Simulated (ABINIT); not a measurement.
**Beyond one shot: CsGeCl3 (R3m)**

Wanted: G0W0 and self-consistent gaps of CsGeCl3 (R3m), with the cost of the cycles.

Calculated with ABINIT 10.8.3; LDA and many-body steps on it, plane waves.

## (1) The starting structure

Symmetry: R3m, No. 160, trigonal system. Conventional cell: a = 7.694 Å, b = 7.694 Å, c = 9.535 Å, α = 90.00°, β = 90.00°, γ = 120.00°. Nearest to Cs lie 12 Cl at 3.86 to 3.90 Å. Nearest to Ge lie 3 Cl at 2.37 Å. Nearest to Cl lie 2 Ge at 2.37 to 3.10 Å and 4 Cs at 3.86 to 3.90 Å. Farther neighbours and most contacts between anions are not listed.

The cell and positions are those that the Materials Project relaxed with its own functionals (PBE, PBE+U or r2SCAN), kept fixed. Spin-orbit coupling is left out unless a step names it.

## (2) Empty states on the mesh, 2×2×2 mesh, 163 bands

This step: ABINIT 10.8.3; DFT, LDA, plane waves, norm-conserving pseudopotentials.

The sums over transitions need many empty states on a uniform mesh; this step solves for them.

Input file run.abi:

```
acell 3*1.0 Angstrom
rprim 
  3.846816390705 2.220960478697 3.178300533600
  -3.846816390705 2.220960478697 3.178300533600
  -0.000000000000 -4.441920957394 3.178300533600
ntypat 3
znucl 55 32 17
natom 5
typat 1 2 3 3 3
xred 
  0.998403350000 0.998403350000 0.998403350000
  0.515533150000 0.515533150000 0.515533150000
  0.496712670000 0.496712670000 0.948638170000
  0.496712670000 0.948638170000 0.496712670000
  0.948638170000 0.496712670000 0.496712670000
pp_dirpath "pseudos"
pseudos "Cs.upf, Ge.upf, Cl.upf"
ecut 56
ngkpt 2 2 2
nshiftk 1
shiftk 0 0 0
kptopt 1
chksymbreak 0
iscf -2
irdden 1
istwfk *1
nband 163
nbdbuf 14
tolwfr 1e-09
nstep 60
prtvol 0
indata_prefix "in"
outdata_prefix "out"
tmpdata_prefix "tmp"
```

Run with:

```
$ OMP_NUM_THREADS=1 mpirun -n 4 abinit run.abi > log
```

Numbers of over 12 decimals in the logs are rounded to 6 here.

What it wrote:

```text
.Version 10.8.3 of ABINIT. v10.8.2 released Aug 2026.

 Symmetries : space group R3 m (#160); Bravais hR (rhombohedral)
[... echo of the input left out ...]
== DATASET  1 ==================================================================
-   mpi_nproc: 4, omp_nthreads: 1 (-1 if OMP is not activated)

--- !DatasetInfo
iteration_state: {dtset: 1, }
dimensions: {natom: 5, nkpt: 4, mband: 163, nsppol: 1, nspinor: 1, nspden: 1, mpw: 22041, }
cutoff_energies: {ecut:  56.0, pawecutdg:  -1.0, }
[...]
1.58297    1.58297    1.60138    1.60865    1.60865    1.61130    1.65365    1.66184
   1.66184    1.67808    1.67809    1.68332    1.68534    1.69356    1.70709    1.70817
   1.71885    1.72165    1.73073
 prteigrs : prtvol=0 or 1, do not print more k-points.

== END DATASET(S) ==============================================================
================================================================================

 -outvars: echo values of variables after computation  --------
            nband         163
             nkpt           4
          spgroup         160
 [... the other variables as echoed above ...]

 Calculation completed.
```

Wall time 2.9 min (4 MPI ranks of Intel Xeon Platinum 8488C (Sapphire Rapids), shared host); peak memory 0.71 GiB.

This step gave:

```yaml
gap: 1.977 eV
k_of_the_valence_top: 0.5, 0.5, 0.5
k_of_the_conduction_bottom: 0.5, 0.5, 0.5
least_direct_gap: 1.977 eV
k_points_computed: 4
lowest_point_of_the_top_converged_band_above_the_valence_top: 40.61 eV
```

On this mesh the gap is 1.977 eV.

The density comes from a self-consistent run that is not shown.

## (3) Screening, 2×2×2 mesh, 149 bands, screening to 108.8 eV

The RPA dielectric matrix is built and inverted for each q.

This step: RPA screening on LDA, plane waves, norm-conserving pseudopotentials.

Changes to run.abi since step 2:

```diff
@@ -23,10 +23,11 @@
 chksymbreak 0
-iscf -2
-irdden 1
 istwfk *1
-nband 163
-nbdbuf 14
-tolwfr 1e-09
-nstep 60
-prtvol 0
+occopt 1
+irdwfk 1
+optdriver 3
+nband 149
+ecuteps 4
+inclvkb 2
+awtr 1
+symchi 1
 indata_prefix "in"
```

What it wrote:

```text
.Version 10.8.3 of ABINIT. v10.8.2 released Aug 2026.

 Symmetries : space group R3 m (#160); Bravais hR (rhombohedral)
[... echo of the input left out ...]
== DATASET  1 ==================================================================
-   mpi_nproc: 4, omp_nthreads: 1 (-1 if OMP is not activated)

--- !DatasetInfo
iteration_state: {dtset: 1, }
dimensions: {natom: 5, nkpt: 4, mband: 149, nsppol: 1, nspinor: 1, nspden: 1, mpw: 22041, }
cutoff_energies: {ecut:  56.0, pawecutdg:  -1.0, }
electrons: {nelect:   5.20000000E+01, charge:   0.00000000E+00, occopt:   1.00000000E+00, tsmear:   1.00000000E-02, }

 SCREENING: Calculation of the susceptibility and dielectric matrices

 Based on a program developped by R.W. Godby, V. Olevano, G. Onida, and L. Reining.
 Incorporated in ABINIT by V. Olevano, G.-M. Rignanese, and M. Torrent.
.Using double precision arithmetic ; gwpc =  8

[... cell and pseudopotentials left out ...]
--------------------------------------------------------------------------------

 ==== K-mesh for the wavefunctions ====
 Number of points in the irreducible wedge :     4
[... list of points left out ...]
 Together with  6 symmetry operations and time-reversal symmetry
 yields     8 points in the full Brillouin Zone.

 ==== Q-mesh for the screening function ====
 Number of points in the irreducible wedge :     4
[... list of points left out ...]
 Together with  6 symmetry operations and time-reversal symmetry
 yields     8 points in the full Brillouin Zone.

 setmesh: FFT mesh size selected  =    45x   45x   45
          total number of points  =        91125

 vcoul_init : cutoff-mode = AUXILIARY_FUNCTION
 q-points for optical limit:   1
     1)      0.000010    0.000020    0.000030

- screening: taking advantage of time-reversal symmetry
- Maximum band index for partially occupied states nbvw = 26
- Remaining bands to be divided among processors   nbcw = 123
- Number of bands treated by each node ~30

 Number of electrons calculated from density =   52.0000; Expected =   52.0000
 average of density, n =  0.047295
 r_s =    1.7154
 omega_plasma =   20.9780 [eV]

 calculating chi0 at frequencies [eV] :
  1    0.000000E+00    0.000000E+00
  2    0.000000E+00    2.097803E+01

--------------------------------------------------------------------------------
  q-point number  1        q = ( 0.000000, 0.000000, 0.000000) [r.l.u.]
--------------------------------------------------------------------------------
[... chi0 elements left out ...]
 For q-point:  0.000010 0.000020 0.000030
  dielectric constant =   5.9628
  dielectric constant without local fields =   7.2293

  Average fulfillment of the sum rule on Im[epsilon] for q-point    1 :     48.39  [%]
[... wings left out ...]
  q-point number  2        q = ( 0.500000, 0.000000, 0.000000) [r.l.u.]
--------------------------------------------------------------------------------
[... chi0 elements left out ...]
  Average fulfillment of the sum rule on Im[epsilon] for q-point    2 :     52.96  [%]

 [... 2 further q-points ...]
```

Elapsed: 83 s, on 4 MPI ranks; peak memory 2.8 GiB.

Numbers from this step:

```
ε∞ with local fields, on this mesh, along the program's q direction : 5.963
the same without local fields                                       : 7.229
plasma frequency                                                    : 20.98 eV
plane waves in the screening matrix                                 : 437
```

Local fields lower ε∞ by 18 %. On a Γ-centred mesh this coarse the value itself is usually too large, while a short band sum pulls it down.

## (4) G0W0

The self-energy is evaluated for the states that the input lists, and the levels follow from it, in one-shot runs by the linearised quasiparticle equation.

This step: G0W0 on LDA, plane waves, norm-conserving pseudopotentials.

Changes to run.abi since step 3:

```diff
@@ -26,8 +26,17 @@
 irdwfk 1
-optdriver 3
+optdriver 4
 nband 149
+gwcalctyp 0
+ecutsigx 56
+symsigma 1
+nkptgw 2
+kptgw 
+  0.5000000000 0.5000000000 0.5000000000
+  0.0000000000 0.0000000000 0.0000000000
+bdgw 
+  25 28
+  24 29
 ecuteps 4
-inclvkb 2
-awtr 1
-symchi 1
+irdscr 1
+ppmodel 1
 indata_prefix "in"
```

What it wrote:

```text
.Version 10.8.3 of ABINIT. v10.8.2 released Aug 2026.

 Symmetries : space group R3 m (#160); Bravais hR (rhombohedral)
[... echo of the input left out ...]
== DATASET  1 ==================================================================
-   mpi_nproc: 4, omp_nthreads: 1 (-1 if OMP is not activated)

--- !DatasetInfo
iteration_state: {dtset: 1, }
dimensions: {natom: 5, nkpt: 4, mband: 149, nsppol: 1, nspinor: 1, nspden: 1, mpw: 22041, }
cutoff_energies: {ecut:  56.0, pawecutdg:  -1.0, }
electrons: {nelect:   5.20000000E+01, charge:   0.00000000E+00, occopt:   1.00000000E+00, tsmear:   1.00000000E-02, }

 SIGMA: Calculation of the GW corrections

 Based on a program developped by R.W. Godby, V. Olevano, G. Onida, and L. Reining.
 Incorporated in ABINIT by V. Olevano, G.-M. Rignanese, and M. Torrent.
.Using double precision arithmetic ; gwpc =  8

[... cell and pseudopotentials left out ...]
--------------------------------------------------------------------------------

 ==== K-mesh for the wavefunctions ====
 Number of points in the irreducible wedge :     4
[... list of points left out ...]
 Together with  6 symmetry operations and time-reversal symmetry
 yields     8 points in the full Brillouin Zone.

 ==== Q-mesh for screening function ====
 Number of points in the irreducible wedge :     4
[... list of points left out ...]
 Together with  6 symmetry operations and time-reversal symmetry
 yields     8 points in the full Brillouin Zone.

 vcoul_init : cutoff-mode = AUXILIARY_FUNCTION
 q-points for optical limit:   1
     1)      0.000010    0.000020    0.000030
 setmesh: FFT mesh size selected  =    72x   72x   72
          total number of points  =       373248

 Number of electrons calculated from density =   52.0000; Expected =   52.0000
 average of density, n =  0.047295
 r_s =    1.7154
 omega_plasma =   20.9780 [eV]

 === KS Band Gaps ===
  >>>> For spin  1
   Minimum direct gap =   1.9771 [eV], located at k-point      :   0.5000  0.5000  0.5000
   Fundamental gap    =   1.9771 [eV], Top of valence bands at :   0.5000  0.5000  0.5000
                                       Bottom of conduction at :   0.5000  0.5000  0.5000
 SIGMA fundamental parameters:
 PLASMON POLE MODEL  1
 number of plane-waves for SigmaX                22041
 number of plane-waves for SigmaC and W            437
 number of plane-waves for wavefunctions         22041
 number of bands                                   149
 number of independent spin polarizations            1
 number of spinorial components                      1
 number of k-points in IBZ                           4
 number of q-points in IBZ                           4
 number of symmetry operations                       6
 number of k-points in BZ                            8
 number of q-points in BZ                            8
 number of frequencies for dSigma/dE                 9
 frequency step for dSigma/dE [eV]                0.25
 number of omega for Sigma on real axis              0
 max omega for Sigma on real axis  [eV]           0.00
 zcut for avoiding poles [eV]                     0.10

 EPSILON^-1 parameters (SCR file):
 dimension of the eps^-1 matrix on file            437
 dimension of the eps^-1 matrix used               437
 number of plane-waves for wavefunctions         22041
 number of bands                                   149
 number of q-points in IBZ                           4
 number of frequencies                               2
 number of real frequencies                          1
 number of imag frequencies                          1

 matrix elements of self-energy operator (all in [eV])

 Perturbative Calculation

--- !SelfEnergy_ee
iteration_state: {dtset: 1, }
kpoint     : [   0.500,    0.500,    0.500, ]
spin       : 1
KS_gap     :    1.977
QP_gap     :    3.617
Delta_QP_KS:    1.640
data: !SigmaeeData |
     Band     E0 <VxcDFT>   SigX SigC(E0)      Z dSigC/dE  Sig(E)    E-E0       E
       25  -0.190 -14.219 -18.514   3.078   0.773  -0.294 -15.159  -0.941  -1.131
       26   1.959 -14.764 -16.833   1.619   0.788  -0.268 -15.118  -0.355   1.604
       27   3.936 -11.282  -6.604  -3.088   0.809  -0.236  -9.996   1.286   5.221
       28   3.936 -11.282  -6.604  -3.088   0.809  -0.236  -9.996   1.286   5.221

--- !SelfEnergy_ee
iteration_state: {dtset: 1, }
kpoint     : [   0.000,    0.000,    0.000, ]
spin       : 1
KS_gap     :    5.520
QP_gap     :    7.230
Delta_QP_KS:    1.710
data: !SigmaeeData |
     Band     E0 <VxcDFT>   SigX SigC(E0)      Z dSigC/dE  Sig(E)    E-E0       E
       24  -0.526 -14.055 -18.275   3.034   0.773  -0.294 -14.971  -0.917  -1.443
       25  -0.526 -14.055 -18.275   3.034   0.773  -0.294 -14.971  -0.917  -1.443
       26  -0.340 -13.977 -17.781   2.743   0.775  -0.290 -14.800  -0.823  -1.163
       27   5.180  -7.348  -3.022  -3.270   0.840  -0.191  -6.462   0.887   6.067
       28   6.059  -7.267  -2.987  -3.157   0.841  -0.189  -6.323   0.944   7.003
       29   6.059  -7.267  -2.987  -3.157   0.841  -0.189  -6.323   0.944   7.003

== END DATASET(S) ==============================================================
================================================================================

 -outvars: echo values of variables after computation  --------
           etotal      0.0000000000E+00
            nband         149
             nkpt           4
          spgroup         160
 [... the other variables as echoed above ...]

 Calculation completed.
```

It took 19 s on 4 MPI ranks; peak memory 1.9 GiB.

This step gave:

| Quantity | Value |
| --- | --- |
| G0W0 gap on the points computed | 3.617 eV |
| starting gap on the mesh | 1.977 eV |
| k of the valence top | 0.5, 0.5, 0.5 |
| k of the conduction bottom | 0.5, 0.5, 0.5 |
| Z at the valence top | 0.788 |
| Z at the conduction bottom | 0.809 |
| least direct G0W0 gap on the computed points | 3.617 eV |

The gap on the mesh goes from 1.98 eV to 3.62 eV, a correction of +1.64 eV.

## (5) QSGW, cycle 1

This step: QSGW on LDA, plane waves, norm-conserving pseudopotentials.

Changes to run.abi since step 4:

```diff
@@ -28,12 +28,16 @@
 nband 149
-gwcalctyp 0
+gwcalctyp 28
 ecutsigx 56
-symsigma 1
-nkptgw 2
+symsigma 0
+nkptgw 4
 kptgw 
+  0.0000000000 0.0000000000 0.0000000000
+  0.5000000000 0.0000000000 0.0000000000
+  0.5000000000 0.5000000000 0.0000000000
   0.5000000000 0.5000000000 0.5000000000
-  0.0000000000 0.0000000000 0.0000000000
 bdgw 
-  25 28
-  24 29
+  14 35
+  14 35
+  14 35
+  14 35
 ecuteps 4
@@ -41,2 +45,3 @@
 ppmodel 1
+rhoqpmix 0.3
 indata_prefix "in"
```

What it wrote:

```text
.Version 10.8.3 of ABINIT. v10.8.2 released Aug 2026.

 Symmetries : space group R3 m (#160); Bravais hR (rhombohedral)
[... echo of the input left out ...]
== DATASET  1 ==================================================================
-   mpi_nproc: 4, omp_nthreads: 1 (-1 if OMP is not activated)

--- !DatasetInfo
iteration_state: {dtset: 1, }
dimensions: {natom: 5, nkpt: 4, mband: 149, nsppol: 1, nspinor: 1, nspden: 1, mpw: 22041, }
cutoff_energies: {ecut:  56.0, pawecutdg:  -1.0, }
electrons: {nelect:   5.20000000E+01, charge:   0.00000000E+00, occopt:   1.00000000E+00, tsmear:   1.00000000E-02, }

 SIGMA: Calculation of the GW corrections

 Based on a program developped by R.W. Godby, V. Olevano, G. Onida, and L. Reining.
 Incorporated in ABINIT by V. Olevano, G.-M. Rignanese, and M. Torrent.
.Using double precision arithmetic ; gwpc =  8

[... cell and pseudopotentials left out ...]
--------------------------------------------------------------------------------

 ==== K-mesh for the wavefunctions ====
 Number of points in the irreducible wedge :     4
[... list of points left out ...]
 Together with  6 symmetry operations and time-reversal symmetry
 yields     8 points in the full Brillouin Zone.

 ==== Q-mesh for screening function ====
 Number of points in the irreducible wedge :     4
[... list of points left out ...]
 Together with  6 symmetry operations and time-reversal symmetry
 yields     8 points in the full Brillouin Zone.

 vcoul_init : cutoff-mode = AUXILIARY_FUNCTION
 q-points for optical limit:   1
     1)      0.000010    0.000020    0.000030
 setmesh: FFT mesh size selected  =    72x   72x   72
          total number of points  =       373248

 Number of electrons calculated from density =   52.0000; Expected =   52.0000
[...]
--- !SelfEnergy_ee
iteration_state: {dtset: 1, }
kpoint     : [   0.500,    0.500,    0.000, ]
spin       : 1
KS_gap     :    3.106
QP_gap     :    5.355
Delta_QP_KS:    2.248
data: !SigmaeeData |
     Band     E_DFT   <VxcDFT>   E(N-1)  <Hhartree>   SigX  SigC[E(N-1)]    Z     dSigC/dE  Sig[E(N)]  DeltaE  E(N)_pert E(N)_diago
[...]
--- !SelfEnergy_ee
iteration_state: {dtset: 1, }
kpoint     : [   0.500,    0.500,    0.500, ]
spin       : 1
KS_gap     :    1.977
QP_gap     :    4.017
Delta_QP_KS:    2.039
data: !SigmaeeData |
     Band     E_DFT   <VxcDFT>   E(N-1)  <Hhartree>   SigX  SigC[E(N-1)]    Z     dSigC/dE  Sig[E(N)]  DeltaE  E(N)_pert E(N)_diago
[...]
34     8.907    -8.898     8.907    17.805    -3.879    -3.366     1.000     0.000    -7.245     1.653    10.560    10.560
       35     8.907    -8.898     8.907    17.805    -3.879    -3.366     1.000     0.000    -7.245     1.653    10.560    10.561

 New Fermi energy :        1.292912E-01 Ha ,    3.518192E+00 eV

 === QP Band Gaps ===
  >>>> For spin  1
   Minimum direct gap =   3.9890 [eV], located at k-point      :   0.5000  0.5000  0.5000
   Fundamental gap    =   3.9890 [eV], Top of valence bands at :   0.5000  0.5000  0.5000
                                       Bottom of conduction at :   0.5000  0.5000  0.5000

 writing QP data on file : out_QPS

 Convergence of QP corrections
 >>>>> For spin  1 <<<<<
.  kptgw no:  1; Maximum DeltaE = (  -0.984  -0.001) for band index: 20
.  kptgw no:  2; Maximum DeltaE = (  -1.186  -0.000) for band index:  3
.  kptgw no:  3; Maximum DeltaE = (  -0.687   0.001) for band index:  4
.  kptgw no:  4; Maximum DeltaE = (  -0.542   0.000) for band index:  4

== END DATASET(S) ==============================================================
================================================================================

 -outvars: echo values of variables after computation  --------
           etotal      0.0000000000E+00
            nband         149
             nkpt           4
          spgroup         160
 [... the other variables as echoed above ...]

 Calculation completed.
```

The job ended after 2.2 min (4 MPI ranks; peak memory 3.9 GiB; 8.7 min of CPU time).

Numbers from this step:

```yaml
quasiparticle_gap_on_the_mesh: 3.989 eV
gap_of_the_density_functional_on_the_mesh: 1.977 eV
k_of_the_valence_top: 0.5, 0.5, 0.5
k_of_the_conduction_bottom: 0.5, 0.5, 0.5
z_at_the_valence_top: 1
z_at_the_conduction_bottom: 1
least_direct_quasiparticle_gap_on_the_computed_points: 3.989 eV
```

Against G0W0 in ABINIT (2×2×2 mesh, 149 bands, screening to 108.8 eV, Godby-Needs plasmon pole), the gap moves by +0.372 eV.

[end of part 1 of 4]

[Paths, hosts, dates, memory and timing lines, banners, echoed tables and standing remarks are left out of the program output.]

[Logs are printed without paths, hosts, clocks, repeated set-up lines and the standing remarks that a program may print on its own settings, such as how far it seeks lower states.]

[Runs of the session that timed out or met a known fault of the program may be left out.]

[Hosts, paths, dates, database ids (printed as entryN), source tags and the programs' standing remarks are cut or masked in the printed files.]

[G0W0 gaps are taken among the corrected bands and points alone; a level outside them can change the order at an edge.]

[Where Ansatz stands beside ABINIT at settings called matched, ABINIT's density can come from a denser mesh and the files from another edition; pairs whose starting gaps differed by over 0.03 eV were left out, so agreement reads better than it is.]
